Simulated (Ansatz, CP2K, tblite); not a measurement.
## Running amorphous Hg30Se17S13 (60 atoms) with CP2K

Aim: run amorphous Hg30Se17S13 (60 atoms) in CP2K and see how near its forces come to a plane-wave reference, and at what cost.

Calculated with CP2K 2026.2; the method is named at each step.

## (1) Set-up

The cell holds 60 atoms: 30 Hg, 17 Se and 13 S. Cell: a = 11.949 Å, b = 11.949 Å, c = 11.949 Å, α = 90.0°, β = 90.0°, γ = 90.0°. 60 atoms (30 Hg, 17 Se, 13 S) placed at random at 7.57 g/cm³, melted at 2500 K for 10 ps at fixed volume with the Stillinger-Weber II-VI potential (Zhou et al., Phys. Rev. B 88, 085309 (2013)). Quenched from 2500 K to 300 K at 200 K/ps and fixed volume, held 5 ps. Then every atom was moved at random, 0.03 Å r.m.s. a Cartesian component.

The yardstick, on the same geometry:

```
method                 : Kohn-Sham DFT, PBE, PAW, plane waves (Ansatz 0.2.0); cutoff 420 eV, Γ point, fermi-dirac smearing of 0.05 eV; PAW set soft_2
r.m.s. force component : 0.4534 eV/Å
longest force          : 1.697 eV/Å
pressure               : 0.5614 GPa
SCF cycles             : 12
time                   : 38 s on 4 threads of Arm Neoverse V1, shared host
CPU time               : 2.4 min
```

## (2) PBE, DZVP-MOLOPT-SR, 600/60 Ry, diagonalisation

Method: Kohn-Sham DFT, PBE, GTH-PBE pseudopotentials, Gaussian and plane waves, DZVP-MOLOPT-SR-GTH, diagonalisation.

The input, input.inp:

```
&GLOBAL
  PROJECT cell
  RUN_TYPE ENERGY_FORCE
  PRINT_LEVEL LOW
&END GLOBAL
&FORCE_EVAL
  METHOD QS
  STRESS_TENSOR ANALYTICAL
  &DFT
    BASIS_SET_FILE_NAME BASIS_MOLOPT
    POTENTIAL_FILE_NAME GTH_POTENTIALS
    &MGRID
      CUTOFF 600
      REL_CUTOFF 60
      NGRIDS 5
    &END MGRID
    &QS
      EPS_DEFAULT 1.0E-12
    &END QS
    &SCF
      SCF_GUESS ATOMIC
      EPS_SCF 1.0E-06
      MAX_SCF 200
      ADDED_MOS 14
      &DIAGONALIZATION
        ALGORITHM STANDARD
      &END DIAGONALIZATION
      &SMEAR ON
        METHOD FERMI_DIRAC
        ELECTRONIC_TEMPERATURE [K] 580
      &END SMEAR
      &MIXING
        METHOD BROYDEN_MIXING
        ALPHA 0.3
        NBROYDEN 8
      &END MIXING
      &PRINT
        &RESTART OFF
        &END RESTART
      &END PRINT
    &END SCF
    &XC
      &XC_FUNCTIONAL PBE
      &END XC_FUNCTIONAL
    &END XC
    &PRINT
      &MULLIKEN ON
      &END MULLIKEN
      &HIRSHFELD ON
        SHAPE_FUNCTION DENSITY
      &END HIRSHFELD
      &MO ON
        EIGENVALUES T
        OCCUPATION_NUMBERS T
        MO_INDEX_RANGE 259 282
        &EACH
          QS_SCF 0
        &END EACH
        ADD_LAST NUMERIC
      &END MO
    &END PRINT
  &END DFT
  &SUBSYS
    &CELL
      A 11.94880 0.00000 0.00000
      B 0.00000 11.94880 0.00000
      C 0.00000 0.00000 11.94880
    &END CELL
    &TOPOLOGY
      COORD_FILE_NAME structure.xyz
      COORD_FILE_FORMAT XYZ
    &END TOPOLOGY
    &KIND Hg
      BASIS_SET DZVP-MOLOPT-SR-GTH-q12
      POTENTIAL GTH-PBE-q12
    &END KIND
    &KIND Se
      BASIS_SET DZVP-MOLOPT-SR-GTH-q6
      POTENTIAL GTH-PBE-q6
    &END KIND
    &KIND S
      BASIS_SET DZVP-MOLOPT-SR-GTH-q6
      POTENTIAL GTH-PBE-q6
    &END KIND
  &END SUBSYS
  &PRINT
    &FORCES ON
    &END FORCES
    &STRESS_TENSOR ON
    &END STRESS_TENSOR
  &END PRINT
&END FORCE_EVAL
```

The input, structure.xyz:

```xyz
60

Hg 4.26978 6.40826 9.06161
Hg 10.37156 6.07740 2.89746
Hg 0.63388 10.43405 2.66960
Hg 2.65682 7.97642 5.21888
Hg 3.86962 4.42846 3.75945
Hg 9.75584 6.10309 11.41971
Hg 5.49466 0.83259 8.24527
Hg 9.42999 0.91755 8.75441
Hg 5.17383 10.97951 11.69071
Hg 0.67594 4.05578 10.63288
Hg 7.17275 1.92770 1.92376
Hg 3.78920 1.95124 0.17804
Hg 3.22928 0.04337 3.65669
Hg 6.30407 6.61055 6.25340
Hg 9.20536 10.29783 11.62547
Hg 11.26569 2.13764 2.18818
Hg 1.20551 8.47540 11.11083
Hg 6.77939 9.21671 8.46477
Hg 6.83782 9.62129 4.96353
Hg 11.78713 9.80889 7.27419
Hg 7.53121 5.02316 4.02053
Hg 0.96307 5.61928 6.96089
Hg 3.58094 5.66039 0.55646
Hg 7.81129 3.85707 7.60266
Hg 9.62464 7.23333 8.37575
Hg 9.93794 0.28892 5.31495
Hg 6.17920 4.23489 10.64363
Hg 1.80343 1.32190 6.17705
Hg 5.11050 8.34875 1.81060
Hg 10.57744 3.88647 5.40122
Se 0.04314 1.50794 10.08849
Se 9.46703 9.99493 9.02361
Se 9.16210 2.38641 3.69469
Se 3.78347 5.73088 6.12615
Se 1.63806 11.70206 8.32425
Se 3.70042 8.10858 11.26031
Se 7.54304 11.66048 6.69396
Se 0.06703 6.66265 9.65965
Se 3.35654 4.07538 10.19089
Se 4.41269 9.81044 4.03977
Se 2.22295 8.42331 7.98359
Se 3.75575 2.71668 7.21158
Se 11.29257 1.97382 6.94273
Se 11.24609 11.78749 0.74381
Se 6.50158 2.60376 5.53755
Se 4.63625 10.47790 9.16246
Se 4.68023 2.10024 2.80546
S 7.22783 1.95196 9.76743
S 6.96818 6.24576 8.77448
S 8.88871 8.29151 4.23764
S 9.22304 5.97285 6.16343
S 7.96364 4.09987 0.48775
S 7.09723 6.57578 1.97765
S 11.16818 10.07260 4.76877
S 0.44103 8.18624 1.64332
S 9.53909 7.98479 1.04289
S 1.74058 5.44841 2.42800
S 11.37550 4.37290 1.04014
S 0.21603 6.97547 4.88252
S 7.41805 0.18664 0.09953
```

On the command line:

```console
OMP_NUM_THREADS=2 cp2k.psmp -i input.inp > output.txt
```

Numbers of over 12 decimals in the logs are rounded to 6 here.

What it wrote:

```text
CP2K| version string:                                       CP2K version 2026.2
 CP2K| Input file name                                                 input.inp
 GLOBAL| Basis set file name                                        BASIS_MOLOPT
 GLOBAL| Potential file name                                      GTH_POTENTIALS
 GLOBAL| Run type                                                   ENERGY_FORCE
 GLOBAL| Total number of message passing processes                             1
 GLOBAL| Number of threads for this process                                    2
 TOTAL NUMBERS AND MAXIMUM NUMBERS
  Total number of            - Atomic kinds:                                   3
                             - Atoms:                                         60
                             - Shell sets:                                    60
                             - Shells:                                       360
                             - Primitive Cartesian functions:                300
                             - Cartesian basis functions:                   1320
                             - Spherical basis functions:                   1140
  Maximum angular momentum of- Orbital basis functions:                        3
                             - Local part of the GTH pseudopotential:          0
                             - Non-local part of the GTH pseudopotential:      4
 SCF PARAMETERS         Density guess:                                    ATOMIC
                        max_scf:                                             200
                        eps_scf:                                        1.00E-06
                        added MOs                                        14    0
                        Mixing method:                            BROYDEN_MIXING
                                                charge density mixing in g-space
                        Smear method:                                FERMI_DIRAC
                        Electronic temperature [K]:                        580.0
                        Electronic temperature [a.u.]:                  1.84E-03
                        Accuracy threshold:                             1.00E-10
 Extrapolation method: initial_guess
 Number of electrons:                                                        540
 Number of occupied orbitals:                                                270
 Number of molecular orbitals:                                               284
 Number of orbital functions:                                               1140
 Number of independent orbital functions:                                   1140
 SCF WAVEFUNCTION OPTIMIZATION
  Step     Update method      Time    Convergence         Total energy    Change
     1 NoMix/Diag. 0.30E+00    7.2     1.17520702     -1529.1553132904 -1.53E+03
 *** the last MO => Add more MOs for proper smearing.                   ***
     2 Broy./Diag. 0.30E+00    9.4     0.63600471     -1531.7571703603 -2.60E+00
 *** the last MO => Add more MOs for proper smearing.                   ***
     3 Broy./Diag. 0.30E+00    9.6     0.33551774     -1530.5018775507  1.26E+00
 *** the last MO => Add more MOs for proper smearing.                   ***
     4 Broy./Diag. 0.30E+00    9.5     0.23966033     -1528.4438142266  2.06E+00
[...]
*** the last MO => Add more MOs for proper smearing.                   ***
    27 Broy./Diag. 0.30E+00    9.9     0.00000161     -1526.2684412412  7.37E-06
 *** the last MO => Add more MOs for proper smearing.                   ***
    28 Broy./Diag. 0.30E+00    9.9     0.00000098     -1526.2684373789  3.86E-06
  *** SCF run converged in    28 steps ***
  Electronic density on regular grids:       -540.0000000000        0.0000000000
  Core density on regular grids:              539.9999999992       -0.0000000008
  Total charge density on r-space grids:       -0.0000000008
  Total charge density g-space grids:          -0.0000000008
  Overlap energy of the core charge distribution:               4.60606e-08
  Self energy of the core charge distribution:              -2790.829526
  Core Hamiltonian energy:                                    802.830935
  Hartree energy:                                             703.628036
  Exchange-correlation energy:                               -241.888910
  Electronic entropic energy:                                  -0.00897322
  Fermi energy:                                                 0.143862
  Total energy:                                             -1526.268437
  Total energy (extrapolated to T->0):                      -1526.263951
 MO| EIGENVALUES AND OCCUPATION NUMBERS
 MO|
 MO|  Index      Eigenvalue [a.u.]        Eigenvalue [eV]             Occupation
 MO|    259               0.117659               3.201662               1.999999
 MO|    260               0.119884               3.262211               1.999996
 MO|    261               0.121665               3.310668               1.999989
[...]
MO|    281               0.175160               4.766348               0.000000
 MO|    282               0.177642               4.833897               0.000000
 MO| Sum:                                                             540.000000
 MO| E(Fermi):            0.143862 a.u.          3.914673 eV
 !-----------------------------------------------------------------------------!
                     Mulliken Population Analysis
 #  Atom  Element  Kind  Atomic population                           Net charge
       1     Hg       1         12.041092                             -0.041092
       2     Hg       1         12.176679                             -0.176679
       3     Hg       1         12.090175                             -0.090175
[...]
59     S        3          5.925238                              0.074762
      60     S        3          5.988629                              0.011371
 # Total charge                            540.000000                 -0.000000
 !-----------------------------------------------------------------------------!
 !-----------------------------------------------------------------------------!
                           Hirshfeld Charges
  #Atom  Element  Kind  Ref Charge     Population                    Net charge
      1       Hg     1      12.000         11.801                         0.199
      2       Hg     1      12.000         11.752                         0.248
      3       Hg     1      12.000         11.831                         0.169
[...]
59       S      3       6.000          6.240                        -0.240
     60       S      3       6.000          6.217                        -0.217
  Total Charge                                                            0.000
 !-----------------------------------------------------------------------------!
 ENERGY| Total FORCE_EVAL ( QS ) energy [hartree]          -1526.268439
 FORCES| Atomic forces [hartree/bohr]
 FORCES|   Atom     x               y               z               |f|
 FORCES|      1 -7.19354440E-03  5.57504109E-03 -6.10431629E-03   1.09585967E-02
 FORCES|      2  7.48915961E-03  3.81665647E-03  8.15410985E-03   1.17108448E-02
 FORCES|      3  6.01218620E-03  9.75555895E-03  2.33702412E-04   1.14617595E-02
[...]
FORCES|     59  2.74416066E-03  1.16718562E-03 -6.09194084E-03   6.78266048E-03
 FORCES|     60 -4.71427805E-03 -8.01642186E-03  3.10173184E-03   9.80347782E-03
 FORCES| Sum    -5.71476621E-06 -4.80774655E-06  3.99352975E-06
 FORCES| Total atomic force                                       8.46884051E-06
 STRESS| Analytical stress tensor [bar]
 STRESS|                        x                   y                   z
 STRESS|      x        6.24834121507E+03  -2.07581343733E+03   1.62437475761E+03
 STRESS|      y       -2.07581343733E+03   1.03772254523E+04  -1.45707651036E+03
 STRESS|      z        1.62437475761E+03  -1.45707651036E+03   1.42157234193E+04
 STRESS| 1/3 Trace                                             1.02804300289E+04
```

Run time: 5.3 min. Hardware: 2 threads of Arm Neoverse V1, shared host; peak memory 4.1 GiB.

Banners, paths, timers and routine set-up lines are dropped from the logs unmarked, and long logs keep their key lines alone; longer cuts are marked.

Compared with the plane-wave run:

```yaml
r_m_s_force_component: 0.4747 eV/Å
r_m_s_difference_of_force_components: 46.93 meV/Å
longest_difference_of_force_vectors: 211.7 meV/Å
force_difference_over_r_m_s_force: 10.35 %
slope_of_forces_against_the_reference_s: 1.043
correlation_of_force_components: 0.9959
pressure: 1.028 GPa
pressure_difference: 0.4666 GPa
```

Length of the force difference by element (eV/Å):

```tsv
element	atoms	mean	most
Hg	30	0.085	0.21
S	13	0.052	0.10
Se	17	0.056	0.13
```

The surroundings of Hg13, which bears the longest force, nearest first, numbered as they follow in the input and with coordinates relative to it.

```tsv
atom	x	y	z	distance (Å)	bonds	Hirshfeld charge (e)	Fx	Fy	Fz (eV/Å)
Hg13	0.00	0.00	0.00	0.00	2	0.11	-1.66	0.89	0.27
Se40	1.18	-2.18	0.38	2.51	4	-0.17	0.19	-1.52	0.00
Se47	1.45	2.06	-0.85	2.66	4	-0.17	0.23	0.38	0.06
Hg28	-1.43	1.28	2.52	3.17	3	0.15	0.58	-0.14	-0.68
Hg3	-2.60	-1.56	-0.99	3.18	3	0.17	0.31	0.50	0.01
Hg12	0.56	1.91	-3.48	4.01	2	0.12	-0.08	-0.46	-0.33
Hg4	-0.57	-4.02	1.56	4.35	4	0.20	-0.37	0.41	-0.33
Hg5	0.64	4.39	0.10	4.43	3	0.20	-0.59	0.25	-0.18
Se42	0.53	2.67	3.55	4.48	2	-0.17	0.83	-0.10	-0.08
```

Forces lie 10 % from the reference's, at 3.9 times its CPU time (on 2 against 4 cores).

## (3) PBE, SZV-MOLOPT-SR, 600/60 Ry, diagonalisation

Method: Kohn-Sham DFT, PBE, GTH-PBE pseudopotentials, Gaussian and plane waves, SZV-MOLOPT-SR-GTH, diagonalisation.

input.inp, as its differences from that of step 2:

```diff
@@ -68,8 +68,32 @@
     &END CELL
-    &TOPOLOGY
-      COORD_FILE_NAME structure.xyz
-      COORD_FILE_FORMAT XYZ
-    &END TOPOLOGY
+    &COORD
+      SCALED
+      Hg 0.35734 0.53631 0.75837
+      Hg 0.86800 0.50862 0.24249
+      Hg 0.05305 0.87323 0.22342
+      Hg 0.22235 0.66755 0.43677
+      Hg 0.32385 0.37062 0.31463
+      Hg 0.81647 0.51077 0.95572
+      Hg 0.45985 0.06968 0.69005
+      Hg 0.78920 0.07679 0.73266
+      Hg 0.43300 0.91888 0.97840
+      Hg 0.05657 0.33943 0.88987
+      Hg 0.60029 0.16133 0.16100
+      Hg 0.31712 0.16330 0.01490
+      Hg 0.27026 0.00363 0.30603
+      Hg 0.52759 0.55324 0.52335
+      Hg 0.77040 0.86183 0.97294
+      Hg 0.94283 0.17890 0.18313
+      Hg 0.10089 0.70931 0.92987
+      Hg 0.56737 0.77135 0.70842
+      Hg 0.57226 0.80521 0.41540
+      Hg 0.98647 0.82091 0.60878
+[... 36 atom lines left out ...]
+      S 0.14567 0.45598 0.20320
+      S 0.95202 0.36597 0.08705
+      S 0.01808 0.58378 0.40862
+      S 0.62082 0.01562 0.00833
+    &END COORD
     &KIND Hg
-      BASIS_SET DZVP-MOLOPT-SR-GTH-q12
+      BASIS_SET SZV-MOLOPT-SR-GTH-q12
       POTENTIAL GTH-PBE-q12
@@ -77,3 +101,3 @@
     &KIND Se
-      BASIS_SET DZVP-MOLOPT-SR-GTH-q6
+      BASIS_SET SZV-MOLOPT-SR-GTH-q6
       POTENTIAL GTH-PBE-q6
@@ -81,3 +105,3 @@
     &KIND S
-      BASIS_SET DZVP-MOLOPT-SR-GTH-q6
+      BASIS_SET SZV-MOLOPT-SR-GTH-q6
       POTENTIAL GTH-PBE-q6
```

On the command line:

```console
OMP_NUM_THREADS=1 cp2k.psmp -i input.inp > output.txt
```

What it wrote:

```text
CP2K| version string:                                       CP2K version 2026.2
 CP2K| Input file name                                                 input.inp
 GLOBAL| Basis set file name                                        BASIS_MOLOPT
 GLOBAL| Potential file name                                      GTH_POTENTIALS
 GLOBAL| Run type                                                   ENERGY_FORCE
 GLOBAL| Total number of message passing processes                             1
 GLOBAL| Number of threads for this process                                    1
[... lines left out ...]
                        Smear method:                                FERMI_DIRAC
[... lines left out ...]
 Number of electrons:                                                        540
[... lines left out ...]
  Step     Update method      Time    Convergence         Total energy    Change
[... lines left out ...]
  *** SCF run converged in    32 steps ***
[... lines left out ...]
  Fermi energy:                                                 0.171398
  Total energy:                                             -1524.514966
  Total energy (extrapolated to T->0):                      -1524.510856
[... lines left out ...]
 MO| E(Fermi):            0.171398 a.u.          4.663964 eV
[... lines left out ...]
     60       S      3       6.000          6.103                        -0.103
  Total Charge                                                            0.000
 !-----------------------------------------------------------------------------!
 ENERGY| Total FORCE_EVAL ( QS ) energy [hartree]          -1524.514966
 FORCES| Atomic forces [hartree/bohr]
 FORCES|   Atom     x               y               z               |f|
 FORCES|      1 -4.52239707E-03  1.17459790E-02 -1.04443416E-02   1.63555608E-02
 FORCES|      2  2.07163384E-02  2.07637627E-02  1.48206730E-02   3.28626363E-02
 FORCES|      3  9.38459176E-03  3.66052158E-03  1.04482814E-02   1.45133237E-02
[...]
FORCES|     59  8.95644152E-03  4.45247563E-05 -1.99431949E-03   9.17589982E-03
 FORCES|     60 -7.16037365E-03 -1.14293539E-02  2.20329926E-03   1.36658556E-02
 FORCES| Sum    -7.24579486E-06 -6.87494375E-06 -2.38330566E-06
 FORCES| Total atomic force                                       1.02687166E-05
 STRESS| Analytical stress tensor [bar]
 STRESS|                        x                   y                   z
 STRESS|      x        3.20067298795E+04  -1.87178298247E+03   4.02676068566E+03
 STRESS|      y       -1.87178298247E+03   3.38259452686E+04  -7.39907086539E+02
 STRESS|      z        4.02676068566E+03  -7.39907086539E+02   4.01356654671E+04
 STRESS| 1/3 Trace                                             3.53227802051E+04
```

The job ended after 5.5 min (1 thread; peak memory 3.8 GiB).

Compared with the plane-wave run:

```
r.m.s. force component                  : 0.7146 eV/Å
r.m.s. difference of force components   : 355.9 meV/Å
longest difference of force vectors     : 1150 meV/Å
force difference over r.m.s. force      : 78.49 %
slope of forces against the reference's : 1.434
correlation of force components         : 0.9099
pressure                                : 3.532 GPa
pressure difference                     : 2.971 GPa
```

This is a coarse setting, run to see what it loses.

Against the first run (10 %), the force difference from the reference is 78 %, at 0.58 times the CPU time (on 1 against 2 cores), with 390 basis functions against 1140: the smaller basis costs accuracy.

[end of part 1 of 3]

[Also dropped from logs without a mark: logging warnings of Python, and SIESTA's first energy breakdown and zero terms.]

[Logs are printed without paths, hosts, clocks, repeated set-up lines and the standing remarks that a program may print on its own settings, such as how far it seeks lower states.]

[Hosts, paths, dates, database ids (printed as entryN), source tags and the programs' standing remarks are cut or masked in the printed files.]
